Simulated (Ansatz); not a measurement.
# Changed inputs in constrained RPA: RbSmTe2 (R-3m)

Aim: hold the target of a cRPA run on RbSmTe2 (R-3m) and move one thing at a time.

Program: Ansatz 0.2.0. Level of theory: constrained RPA on LDA, plane waves, PAW. Results are calculated unless marked as measured.

**1. The structure**

Symmetry: R-3m, No. 166, trigonal system. Conventional cell: a = 4.596 Å, b = 4.596 Å, c = 25.523 Å, α = 90.00°, β = 90.00°, γ = 120.00°. Nearest to Rb lie 6 Te at 3.66 Å. Nearest to Sm lie 6 Te at 3.17 Å. Te has 3 Sm at 3.17 Å and 3 Rb at 3.66 Å nearest. Farther neighbours and most contacts between anions are not listed.

The cell and positions are those that the Materials Project relaxed with its own functionals (PBE, PBE+U or r2SCAN), kept fixed. Spin-orbit coupling is left out unless a step names it. The default PAW set here is soft_2. Its files were made with PBE.

**2. Base: Sm f, bands v3 to c4, 4×4×4 mesh, medium accuracy**

Constrained RPA screens the interaction with every transition except those inside the target bands, which a later many-body model would treat itself.

The input, input.yaml:

```yaml
crystal:
  lattice:
    - [-3.82854034, -3.82854034, -7.07858701]
    - [-3.82854034, -7.07858701, -3.82854034]
    - [-7.07858701, -3.82854034, -3.82854034]
  atoms:
    - { symbol: Rb, position: [0.0, 0.0, 0.0] }
    - { symbol: Sm, position: [0.5, 0.5, 0.5] }
    - { symbol: Te, position: [0.76530012, 0.76530012, 0.76530012] }
    - { symbol: Te, position: [0.23469988, 0.23469988, 0.23469988] }
kpoints:
  mp_grid: { grid: [8, 8, 8] }
hamiltonian:
  xc: lda
scf:
  occupations: { method: gaussian, width: 0.08 }
  n_extra_bands: 21
  max_iter: 150
output:
  crpa:
    kmesh: [4, 4, 4]
    target_bands: [v3, c4]
    projections: [{ species: Sm, l: f, shell: 4 }]
  local_orbitals:
    kmesh: [8, 8, 8]
    orbitals: [{ species: Sm, l: f, shell: 4 }]
    window: { bands: [v3, c4] }
    seedname: lo
```

On the command line:

```bash
$ ansatz run input.yaml --threads 4 --pin off --max-ram 9216MiB --backend cpu --events-out ev --progress --plain --runs-dir out
```

Numbers of over 12 decimals in the logs are rounded to 6 here.

The program printed:

```text
Sm: projections on atomic orbitals take those of the free atom [Kr 4d10] 4f6 5s2 5p6 5d0 6s2, of charge +0.00 (hamiltonian.pseudopotentials.projection_atoms); the dataset's partial waves leave at most 1.0e-3 of an orbital's norm unspanned inside its sphere
scf.n_extra_bands = 21 over 29 filled bands (N_el = 57.0): the run solves 50 bands
Engine: ansatz 0.2.0, aarch64-unknown-linux-gnu
Pseudopotentials: kind: paw
Pseudopotential: Rb, paw, valence charge 9, recommended cutoff 420 eV (normal), Rb.paw.azcp
Pseudopotential: Sm, paw, valence charge 16, recommended cutoff 420 eV (normal), Sm.paw.azcp
Pseudopotential: Te, paw, valence charge 16, recommended cutoff 420 eV (normal), Te.paw.azcp
Functional definition: SPW92
  exchange = slater_x
  correlation = pw_c
Crystal: 4 atoms, lattice volume = 155.650 Å³
Basis set: ecut = 420 eV, 3077 PW (Γ)
Bands: 50, of which v1, the nominal top of the filled ones, is band 29 counted from 1 (28 counted from 0)
Symmetry: 12 space group operations
Space group: R-3m (ITA 166), of the structure as read, at distance tolerance 5.4e-5 Å
k-points: 65 of 512
Non-local potential: Rb, projectors of the file, l = 0: 3, l = 1: 2, l = 2: 2
Non-local potential: Sm, projectors of the file, l = 0: 3, l = 1: 2, l = 2: 2, l = 3: 3
Non-local potential: Te, projectors of the file, l = 0: 2, l = 1: 2, l = 2: 2, l = 3: 2
PAW form: soft (Blöchl's): semilocal exchange-correlation on the pseudo side does not see the compensation charge
PAW frozen core: Rb, regenerated for the run's functional, and the local potential with it (the file was generated under x = pbe(κ = 0.804, μ = 0.219515), c = pbe(β = 0.066725))
PAW frozen core: Sm, regenerated for the run's functional, and the local potential with it (the file was generated under x = pbe(κ = 0.804, μ = 0.219515), c = pbe(β = 0.066725))
PAW frozen core: Te, regenerated for the run's functional, and the local potential with it (the file was generated under x = pbe(κ = 0.804, μ = 0.219515), c = pbe(β = 0.066725))
PAW one-centre angular grid: Rb, 110 points (default); XC on 64 Gauss nodes
PAW one-centre angular grid: Sm, 590 points (default); XC on 64 Gauss nodes
PAW one-centre angular grid: Te, 590 points (default); XC on 64 Gauss nodes
Initial density: superposition of atomic densities (neutral atoms: chi_scale 0, normalization atom), corrected by the library's trained network
Initial wavefunctions: pseudopotential atomic-orbital guess
Functional: x = slater, c = lda
SCF iter   1: F=—  HF=-24874.181050 eV  |F-HF|=—  |Δ(HF+E_count)|=         —  Δρ=1.21e-2  dr2=2.76e-1  ethr=1.77e-3  ⟨swp⟩=6.0  Hψ=14628  notcnv=0  defer=499
preconditioner: auto → LDOS  [metal: Δε(μ)=0.000 eV  Ē_g=9.421 eV  σ=0.080 eV  W_gap=0.00  n_scr=30 (ndim 8)  ℏωp=15.5 eV  f_vac=0.075  D(μ)=67.46/eV (n_scr^D=1834)  β→1.0]
[...]
NSCF: frozen V_eff on 13 k-points
[...]
cRPA screening: q 1/64
cRPA screening: q 2/64
cRPA screening: q 8/64 (q-point 3)
cRPA screening: q 11/64 (q-point 6)
cRPA screening: q 17/64 (q-point 7)
cRPA screening: q 29/64 (q-point 8)
cRPA screening: q 35/64 (q-point 11)
cRPA screening: q 38/64 (q-point 22)
cRPA screening: q 40/64 (q-point 23)
cRPA screening: q 46/64 (q-point 24)
cRPA screening: q 52/64 (q-point 27)
cRPA screening: q 58/64 (q-point 28)
cRPA screening: q 64/64 (q-point 43)
SCF converged after 14 iterations
Free energy (F): -24874.163406 eV
Harris-Foulkes:  -24874.163406 eV  (|F-HF|=1.91e-8)
Internal energy: -24873.943134 eV  (E = F + TS)
E sigma→0 (E₀):  -24874.053270 eV
Entropy (-TS):   -0.220272 eV (-55.068 meV/atom)
Fermi energy:    6.687898 eV
--- Per-component energies (eV) ---
  E_band       = -708.636136
  E_kinetic    = 897.140285
  E_local      = -5841.670955  (includes V_loc(G=0)·N_el)
  E_nonlocal   = -39.384475
  E_hartree    = 2914.475407
  E_xc         = -554.343429
  E_vxc        = -541.770997  (∫ρ·V_xc dr)
  E_paw        = -17564.820312  (= ΣΔE_a)
  E_vpaw       = -1011.901311  (= ΣTr[D̂ρ^β])
  E_aug_tail   = -0.000385  (compensation charges beyond the density's cutoff)
  E_ewald      = -4687.957957
  E_core_change = 2.618687  (= ΣΔE_core)
  E_smearing   = -0.220272  (= −TS)
  E_closure    = 0.000000  (closes the sum)
  Σ components = -24874.163406   (vs F -24874.163406, Δ=0.00e0)
--- Band table (eV; the first three rows and the last of 65) ---
  k-point 0: bands = [... 25 lower, 5.9632, 6.6742, 6.6919, 6.6919, 6.7242, 7.0683, 7.1990, 7.1990, ... 17 higher]
  k-point 1: bands = [... 25 lower, 5.8891, 6.6787, 6.6913, 6.6916, 6.7237, 6.9068, 7.0183, 7.0658, ... 17 higher]
  k-point 2: bands = [... 25 lower, 5.7228, 6.6831, 6.6848, 6.6904, 6.7156, 6.7429, 6.8802, 6.9111, ... 17 higher]
  k-point 64: bands = [... 25 lower, 5.8945, 6.6668, 6.6913, 6.6913, 6.7242, 6.8349, 7.1276, 7.1276, ... 17 higher]
--- cRPA (band scheme, projected local orbitals): target bands 27..33 (1-based), 7 Wannier function(s), 4×4×4 mesh, 66 bands' worth read of 71 solved, ecut_chi 136.0 eV, v(q+G=0) probe_charge, pair densities all_electron ---
  bands read: the sum over 66 bands ends inside a degenerate multiplet in 4 slots, whose members it reads at an even weight; the widest, k=0: bands 66 to 67 (counted from 1) at 1/2 each
  χ-basis size per q: N_G = 550..587
  window electrons = 5.0000, filled by tetrahedron_uncorrected; constrained ε̄⁻¹(q = 0, 0) head = 0.147407; min gauge Gram eig = 0.5552
  Kanamori averages over each shell's own Wannier functions (sites counted from 0, functions from 1):
    Site 1, 4F, 7 of 7 f orbitals (Wannier functions 1, 2, 3, 4, 5, 6, 7; wannier90's mr 1, 2, 3, 4, 5, 6, 7):
      screened: U = 3.0749 eV, U' = 2.0463 eV, J = 0.5071 eV
      screened f-shell averages: U_bar = F0 = 2.1932 eV, J_bar = 0.6541 eV
      screened, to within: U = 5.4e-3 eV, U' = 5.4e-3 eV, J = 8.3e-4 eV
      screened f-shell averages, to within: U_bar = 4.0e-3 eV, J_bar = 1.1e-3 eV
      bare: V = 26.0580 eV, V' = 24.5535 eV, J = 0.7013 eV
      bare f-shell averages: V_bar = F0 = 24.7684 eV, J_bar = 0.9162 eV
  Hermiticity witness max|P − P†| over intra, direct and exchange elements: 1.78e-14 eV (screened), 3.55e-15 eV (bare)
  Reality witness max|Im| over intra, direct and exchange elements: 1.15e-12 eV (screened), 1.20e-17 eV (bare)
```

The job ended after 24 min (4 threads of Arm Neoverse V2, shared host; peak memory 1.8 GiB; 1.5 h of CPU time).

The column dr2 measures how far the density is from self-consistency, as an energy; F and HF (Harris–Foulkes) agree once it is small.

Numbers from this step:

| Item | Value |
| --- | --- |
| U | 3.075 eV |
| U prime (inter-orbital) | 2.046 eV |
| J | 0.5071 eV |
| bare V | 26.06 eV |
| bare J | 0.7013 eV |
| stated bound on U | 0.005365 eV |
| U over bare V | 0.1180 |
| electrons in the window | 5.000 |
| head of the constrained inverse dielectric matrix | 0.1474 |
| least eigenvalue of the projection's overlap | 0.5552 |
| target functions | 7 |
| bands in the sums | 66 |
| r.m.s. miss of the model bands | 0.001810 eV |
| width of the target bands | 0.5477 eV |
| weight of the projected orbitals in the window | 0.9271 |

On the Sm f shell, screening brings the on-site interaction from 26.1 eV down to U = 3.07 eV.

**3. Changed: 2×2×2 mesh**

Edit input.yaml of step 2 so:

```diff
@@ -20,9 +20,4 @@
   crpa:
-    kmesh: [4, 4, 4]
+    kmesh: [2, 2, 2]
     target_bands: [v3, c4]
     projections: [{ species: Sm, l: f, shell: 4 }]
-  local_orbitals:
-    kmesh: [8, 8, 8]
-    orbitals: [{ species: Sm, l: f, shell: 4 }]
-    window: { bands: [v3, c4] }
-    seedname: lo
```

The program printed:

```text
[...]
Crystal: 4 atoms, lattice volume = 155.650 Å³
Basis set: ecut = 420 eV, 3077 PW (Γ)
Bands: 50, of which v1, the nominal top of the filled ones, is band 29 counted from 1 (28 counted from 0)
[... 1 set-up line as in the run before ...]
[...]
k-points: 65 of 512
[...]
SCF iter   1: F=—  HF=-24874.181050 eV  |F-HF|=—  |Δ(HF+E_count)|=         —  Δρ=1.21e-2  dr2=2.76e-1  ethr=1.77e-3  ⟨swp⟩=6.0  Hψ=14628  notcnv=0  defer=499
[...]
SCF iter  14: F=-24874.163406 eV  HF=-24874.163406 eV  |F-HF|=1.91e-8  |Δ(HF+E_count)|=   2.74e-8  Δρ=4.22e-6  dr2=1.08e-8  ethr=1.75e-10  ⟨swp⟩=10.4  Hψ=14659  notcnv=0
SCF 1 converged in 14 iterations: F = -24874.163406 eV  dr2 = 1.08e-8
[...]
NSCF: frozen V_eff on 4 k-points
[...]
cRPA screening: q 1/8
cRPA screening: q 2/8
cRPA screening: q 5/8 (q-point 4)
cRPA screening: q 8/8
SCF converged after 14 iterations
Free energy (F): -24874.163406 eV
[...]
Internal energy: -24873.943134 eV  (E = F + TS)
E sigma→0 (E₀):  -24874.053270 eV
Entropy (-TS):   -0.220272 eV (-55.068 meV/atom)
Fermi energy:    6.687898 eV
[...]
--- Band table (eV; the first three rows and the last of 65) ---
  k-point 0: bands = [... 25 lower, 5.9632, 6.6742, 6.6919, 6.6919, 6.7242, 7.0683, 7.1990, 7.1990, ... 17 higher]
  k-point 1: bands = [... 25 lower, 5.8891, 6.6787, 6.6913, 6.6916, 6.7237, 6.9068, 7.0183, 7.0658, ... 17 higher]
  k-point 2: bands = [... 25 lower, 5.7228, 6.6831, 6.6848, 6.6904, 6.7156, 6.7429, 6.8802, 6.9111, ... 17 higher]
  k-point 64: bands = [... 25 lower, 5.8945, 6.6668, 6.6913, 6.6913, 6.7242, 6.8349, 7.1276, 7.1276, ... 17 higher]
[...]
χ-basis size per q: N_G = 550..587
[...]
screened: U = 2.9654 eV, U' = 1.9850 eV, J = 0.4754 eV
      screened f-shell averages: U_bar = F0 = 2.1250 eV, J_bar = 0.6155 eV
      screened, to within: U = 7.2e-3 eV, U' = 7.1e-3 eV, J = 8.2e-4 eV
      screened f-shell averages, to within: U_bar = 5.7e-3 eV, J_bar = 1.1e-3 eV
      bare: V = 25.5969 eV, V' = 24.1232 eV, J = 0.6876 eV
      bare f-shell averages: V_bar = F0 = 24.3337 eV, J_bar = 0.8981 eV
[...]
```

The job ended after 86 s (4 threads; peak memory 1.6 GiB).

This step gave:

* U: 2.965 eV
* U prime (inter-orbital): 1.985 eV
* J: 0.4754 eV
* bare V: 25.60 eV
* bare J: 0.6876 eV
* stated bound on U: 0.007116 eV
* U over bare V: 0.1159
* electrons in the window: 5.000
* head of the constrained inverse dielectric matrix: 0.1468
* least eigenvalue of the projection's overlap: 0.5552
* target functions: 7
* bands in the sums: 66
* width of the target bands: 0.5477 eV
* weight of the projected orbitals in the window: 0.9271

On the Sm f shell, screening brings the on-site interaction from 25.6 eV down to U = 2.97 eV.

**4. Changed: a hybrid parent, which the program doesn't serve**

This step: constrained RPA on HSE06, plane waves, PAW.

Edit input.yaml of step 3 so:

```diff
@@ -13,3 +13,3 @@
 hamiltonian:
-  xc: lda
+  xc: hse06
 scf:
@@ -20,3 +20,3 @@
   crpa:
-    kmesh: [2, 2, 2]
+    kmesh: [4, 4, 4]
     target_bands: [v3, c4]
```

The program printed:

```text
Error: output.crpa with hamiltonian.xc: <hybrid> — the cRPA pass is not lent the exchange term, and with exact exchange the velocity is complete only between two filled bands or a filled and an empty one, where its q→0 head needs it between a partly filled band and a filled or an empty one too; use an LDA or GGA functional, or a τ-reading meta-GGA without exact exchange such as r2scan
```

Elapsed: 0.02 s, on 4 threads; peak memory 0.032 GiB.

The program refused the input before any cycle.

The program's message: “Error: output.crpa with hamiltonian.xc: <hybrid> — the cRPA pass is not lent the exchange term, and with exact exchange the velocity is complete only between two filled bands or a filled and an empty …”

The fault put into this input: a hybrid parent, which the program doesn't serve.

**5. Side by side**

Times are wall times on 4 threads of Arm Neoverse V2, shared host, good to a factor of about two.

| run | bare V (eV) | U (eV) | J (eV) | bound on U (eV) | width (eV) | time |
| --- | --- | --- | --- | --- | --- | --- |
| target window | 26.06 | 3.075 | 0.507 | 0.0054 | 0.55 | 24 min |
| 2×2×2 mesh | 25.60 | 2.965 | 0.475 | 0.0071 | 0.55 | 86 s |

**6. Outcome**

* target window: U 3.07 eV, J 0.51 eV
* 2×2×2 mesh: U 2.97 eV, J 0.48 eV

2×2×2 mesh moves U by −0.11 eV at 0.061 times the time. The printed bound covers the solver alone, not the mesh, and no denser mesh than the base was run. The parent state is non-magnetic and the interaction static (zero frequency); U depends on the window and the orbitals, so it belongs to this model alone.

[Paths, hosts, dates, memory and timing lines, banners, echoed tables and standing remarks are left out of the program output.]

[Logs are printed without paths, hosts, clocks, repeated set-up lines and the standing remarks that a program may print on its own settings, such as how far it seeks lower states.]

[Runs of the session that timed out or met a known fault of the program may be left out.]

[Hosts, paths, dates, database ids (printed as entryN), source tags and the programs' standing remarks are cut or masked in the printed files.]
